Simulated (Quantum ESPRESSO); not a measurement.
# MoGe2N4, 1 layer, stepped through biaxial strain, part 3 of 7

What law, if any, do the results for MoGe2N4, 1 layer follow against biaxial strain?

Quantum ESPRESSO 7.5; plane-wave DFT, PBE, GBRV ultrasoft pseudopotentials.

So far. Step 2 (Relaxing cell and ions of the reference):  The last row is no step: it is a fresh SCF in the final cell with a new plane-wave basis, +1 meV from the row before. Step 3 (Relaxing the ions, -4 %): The relaxation lowers the energy by 13 meV an atom.

## Step 4: Ground state, -4 %

The self-consistent run of this member.

Contents of m0.scf.in:

```
&control
  prefix = 'm0.scf'
  outdir = './out'
  pseudo_dir = './pseudo'
  calculation = 'scf'
  tprnfor = .true.
/
&system
  ibrav = 0
  nat = 7
  ntyp = 3
  ecutwfc = 40
  ecutrho = 200
  occupations = 'smearing'
  smearing = 'fd'
  degauss = 0.002
  nbnd = 35
/
&electrons
  conv_thr = 1e-09
  mixing_beta = 0.4
  electron_maxstep = 120
  mixing_mode = 'plain'
/
ATOMIC_SPECIES
  N   14.0070  n_pbe_v1.2.uspp.F.UPF
  Ge  72.6300  ge_pbe_v1.4.uspp.F.UPF
  Mo  95.9500  mo_pbe_v1.uspp.F.UPF
CELL_PARAMETERS angstrom
  2.89188192384000 0.00000000000000 0.00000000000000
  -1.44594096192000 2.50444321152000 0.00000000000000
  0.00000000000000 0.00000000000000 22.10909668000000
ATOMIC_POSITIONS crystal
  N   0.000000000000 0.000000000000 0.326954482200
  Ge  0.333333333300 0.666666666700 0.358685892300
  N   0.333333333300 0.666666666700 0.443574774400
  Mo  0.000000000000 0.000000000000 0.500000000000
  N   0.333333333300 0.666666666700 0.556425225600
  Ge  0.333333333300 0.666666666700 0.641314107700
  N   0.000000000000 0.000000000000 0.673045517800
K_POINTS automatic
  12 12 1 0 0 0
```

Launch:

```sh
$ OMP_NUM_THREADS=1 mpirun -n 4 pw.x -nk 4 -in m0.scf.in > m0.scf.out
```

What it wrote:

```text
[banner, memory and clock lines left out]
Program PWSCF v.7.5 starts
[citation notice left out]

[...]
Message from routine setup:
[...]
bravais-lattice index     =            0
     lattice parameter (alat)  =       5.4649  a.u.
     unit-cell volume          =    1080.5860 (a.u.)^3
     number of atoms/cell      =            7
     number of atomic types    =            3
     number of electrons       =        62.00
     number of Kohn-Sham states=           35
     kinetic-energy cutoff     =      40.0000  Ry
     charge density cutoff     =     200.0000  Ry
     scf convergence threshold =      1.0E-09
     mixing beta               =       0.4000
     number of iterations used =            8  plain     mixing
     Exchange-correlation= SLA  PW   PBE  PBE
                           (   1   4   3   4   0   0   0)

[...]
PseudoPot. # 1 for N  read from file:
     ./pseudo/n_pbe_v1.2.uspp.F.UPF
     Pseudo is Ultrasoft + core correction, Zval =  5.0
     Generated by new atomic code, or converted to UPF format
     Using radial grid of  729 points,  4 beta functions with:
                l(1) =   0
                l(2) =   0
                l(3) =   1
                l(4) =   1
     Q(r) pseudized with  8 coefficients,  rinner =    0.900   0.900   0.900

     PseudoPot. # 2 for Ge read from file:
     ./pseudo/ge_pbe_v1.4.uspp.F.UPF
     Pseudo is Ultrasoft + core correction, Zval = 14.0
     Generated by new atomic code, or converted to UPF format
     Using radial grid of  873 points,  6 beta functions with:
                l(1) =   0
                l(2) =   0
                l(3) =   1
                l(4) =   1
                l(5) =   2
                l(6) =   2
     Q(r) pseudized with  8 coefficients,  rinner =    1.400   1.400   1.400
                                                       1.400   1.400

     PseudoPot. # 3 for Mo read from file:
     ./pseudo/mo_pbe_v1.uspp.F.UPF
     Pseudo is Ultrasoft + core correction, Zval = 14.0
     Generated by new atomic code, or converted to UPF format
     Using radial grid of  889 points,  6 beta functions with:
                l(1) =   0
                l(2) =   0
                l(3) =   1
                l(4) =   1
                l(5) =   2
                l(6) =   2
     Q(r) pseudized with  6 coefficients,  rinner =    1.000   1.000   1.000
                                                       1.000   1.000

     atomic species   valence    mass     pseudopotential
     N                 5.00    14.00700     N ( 1.00)
     Ge               14.00    72.63000     Ge( 1.00)
     Mo               14.00    95.95000     Mo( 1.00)

     12 Sym. Ops. (no inversion) found

[...]
number of k points=    19  Fermi-Dirac smearing, width (Ry)=  0.0020
[...]
Dense  grid:    51741 G-vectors     FFT dimensions: (  25,  25, 192)

     Smooth grid:    36565 G-vectors     FFT dimensions: (  24,  24, 180)

     Check: negative core charge=   -0.000001

     Initial potential from superposition of free atoms

     starting charge      61.9972, renormalised to      62.0000

     negative rho (up, down):  1.502E-03 0.000E+00
     Starting wfcs are   47 randomized atomic wfcs

     per-process dynamical memory:    58.1 Mb

     Self-consistent Calculation

     iteration #  1     ecut=    40.00 Ry     beta= 0.40
     Davidson diagonalization with overlap
     ethr =  1.00E-02,  avg # of iterations =  2.0

     negative rho (up, down):  1.554E-03 0.000E+00

     total energy              =    -646.76447582 Ry
     estimated scf accuracy    <       1.94064729 Ry

     iteration #  2     ecut=    40.00 Ry     beta= 0.40
[...]
negative rho (up, down):  1.564E-03 0.000E+00

[...]
total energy              =    -647.08458197 Ry
     estimated scf accuracy    <       0.67788061 Ry

     iteration #  3     ecut=    40.00 Ry     beta= 0.40
[...]
negative rho (up, down):  1.619E-03 0.000E+00

[...]
total energy              =    -647.22014768 Ry
     estimated scf accuracy    <       0.43124392 Ry

     iteration #  4     ecut=    40.00 Ry     beta= 0.40
[...]
negative rho (up, down):  1.735E-03 0.000E+00

[...]
total energy              =    -647.27099153 Ry
     estimated scf accuracy    <       0.01499998 Ry

     iteration #  5     ecut=    40.00 Ry     beta= 0.40
[...]
negative rho (up, down):  1.864E-03 0.000E+00

[...]
total energy              =    -647.27340110 Ry
     estimated scf accuracy    <       0.00634740 Ry

     iteration #  6     ecut=    40.00 Ry     beta= 0.40
[...]
negative rho (up, down):  1.905E-03 0.000E+00

[...]
total energy              =    -647.27370886 Ry
     estimated scf accuracy    <       0.00060580 Ry

[...]
iteration # 10     ecut=    40.00 Ry     beta= 0.40
[...]
negative rho (up, down):  1.917E-03 0.000E+00

[...]
total energy              =    -647.27381768 Ry
     estimated scf accuracy    <       0.00000060 Ry

     iteration # 11     ecut=    40.00 Ry     beta= 0.40
[...]
negative rho (up, down):  1.917E-03 0.000E+00

[...]
total energy              =    -647.27381767 Ry
     estimated scf accuracy    <       0.00000013 Ry

     iteration # 12     ecut=    40.00 Ry     beta= 0.40
[...]
negative rho (up, down):  1.917E-03 0.000E+00

[...]
total energy              =    -647.27381770 Ry
     estimated scf accuracy    <       0.00000002 Ry

     iteration # 13     ecut=    40.00 Ry     beta= 0.40
[...]
negative rho (up, down):  1.918E-03 0.000E+00

[...]
End of self-consistent calculation

          k = 0.0000 0.0000 0.0000 (  4681 PWs)   bands (ev):

   -58.3518 -32.4512 -32.0422 -32.0422 -22.1738 -22.1723 -22.1545 -22.1545
   -22.1545 -22.1545 -21.9371 -21.9371 -21.9371 -21.9371 -15.9325 -15.8626
   -13.0227 -11.5970  -5.8669  -3.5873  -1.0585  -1.0052  -1.0052   0.3468
     0.3468   0.6394   0.6394   0.8337   0.8337   0.9757   2.8860   6.0173
     6.0548   6.0548   6.0775

          k = 0.0000 0.0962 0.0000 (  4699 PWs)   bands (ev):

   -58.3435 -32.4377 -32.1096 -32.0566 -22.1908 -22.1901 -22.1442 -22.1442
   -22.1358 -22.1351 -21.9431 -21.9430 -21.9378 -21.9378 -15.8021 -15.7353
   -12.9146 -11.5783  -5.7458  -3.5950  -1.2320  -0.9549  -0.8748  -0.1676
    -0.0263   0.1668   0.3817   0.4873   0.6942   1.2114   2.8986   5.4814
     5.8634   6.0161   6.4595

[...]
the Fermi energy is     3.8788 ev

!    total energy              =    -647.27381770 Ry
     estimated scf accuracy    <          5.3E-11 Ry
     smearing contrib. (-TS)   =       0.00000000 Ry
     internal energy E=F+TS    =    -647.27381770 Ry

     The total energy is F=E-TS. E is the sum of the following terms:
     one-electron contribution =   -4628.41472968 Ry
     hartree contribution      =    2342.75444069 Ry
     xc contribution           =    -158.13958289 Ry
     ewald contribution        =    1796.52605418 Ry

     convergence has been achieved in  13 iterations

     negative rho (up, down):  1.918E-03 0.000E+00

     Forces acting on atoms (cartesian axes, Ry/au):

     atom    1 type  1   force =     0.00000000    0.00000000    0.00014677
     atom    2 type  2   force =     0.00000000   -0.00000000    0.00011433
     atom    3 type  1   force =     0.00000000    0.00000000   -0.00010113
     atom    4 type  3   force =     0.00000000    0.00000000    0.00000000
     atom    5 type  1   force =     0.00000000    0.00000000    0.00010113
     atom    6 type  2   force =     0.00000000   -0.00000000   -0.00011433
     atom    7 type  1   force =     0.00000000    0.00000000   -0.00014677

     Total force =     0.000299     Total SCF correction =     0.000018

[...]
```

It took 20 s on 4 MPI ranks of Arm Neoverse V2, shared host; peak memory 0.53 GiB; 79 s of CPU time.

Numbers from this step:

| Quantity | Value |
| --- | --- |
| free energy | -8806.6089 eV |
| Fermi energy | 3.879 eV |
| valence top, on the run's zero | 2.899 eV |
| conduction bottom, on the run's zero | 4.860 eV |
| gap by band count | 1.962 eV |

## Step 5: Electrostatic potential, -4 %

plot_num = 11 writes the bare and Hartree potential, from which vacuum levels or, in a crystal, the mean potential are read.

Contents of m0.pot.in:

```
&inputpp
  prefix = 'm0.scf'
  outdir = './out'
  filplot = 'm0.pot.dat'
  plot_num = 11
/
```

Launch:

```sh
$ OMP_NUM_THREADS=1 mpirun -n 4 pp.x -in m0.pot.in > m0.pot.out
```

What it wrote:

```text
[banner, memory and clock lines left out]
Program POST-PROC v.7.5 starts

          URL

     ./out/m0.scf.save/

     IMPORTANT: XC functional enforced from input :
     Exchange-correlation= PBE
                           (   1   4   3   4   0   0   0)
     Any further DFT definition will be discarded
     Please, verify this is what you really want

     Check: negative core charge=   -0.000001

     negative rho (up, down):  1.918E-03 0.000E+00

     Calling punch_plot, plot_num =  11
     Writing data to file  m0.pot.dat
     Message from routine chdens:
     namelist plot not found or invalid, exiting
```

It took 0.9 s on 4 MPI ranks; peak memory 0.09 GiB.

Numbers from this step:

```
slope of the potential above                                          : 1.42e-5 eV/Å
upper vacuum line continued to the top atoms, over the valence top    : 6.115 eV
slope of the potential below                                          : -1.02e-5 eV/Å
lower vacuum line continued to the bottom atoms, over the valence top : 6.115 eV
vacuum level at the upper face over the valence top of the mesh       : 6.115 eV
vacuum level at the lower face over the valence top of the mesh       : 6.115 eV
```

Electrostatic potential energy of an electron; zero at the highest filled level of the SCF mesh. The potential energy, planar mean by z:

| z (Å) | potential energy, planar mean (eV) |
| --- | --- |
| 0 | 6.11 |
| 1 | 6.11 |
| 2 | 6.11 |
| 3 | 6.11 |
| 4 | 6.11 |
| 5 | 6.10 |
| 6 | 5.58 |
| 7 | -9.20 |
| 8 | -14.5 |
| 9 | 0.0921 |
| 10 | -9.49 |
| 11 | -33.2 |
| 12 | -8.56 |
| 13 | 0.448 |
| 14 | -13.8 |
| 15 | -13.0 |
| 16 | 5.34 |
| 17 | 6.09 |
| 18 | 6.11 |
| 19 | 6.11 |
| 20 | 6.11 |
| 21 | 6.11 |

[end of part 3 of 7]

[Logs are printed without paths, hosts, clocks, repeated set-up lines and the standing remarks that a program may print on its own settings, such as how far it seeks lower states.]

[Hosts, paths, dates, database ids (printed as entryN), source tags and the programs' standing remarks are cut or masked in the printed files.]

[Maps of the electrostatic potential energy from Ansatz leave out the sawtooth potential of an applied field or a dipole correction, so their vacuum need not be flat; planar profiles and work functions include it.]
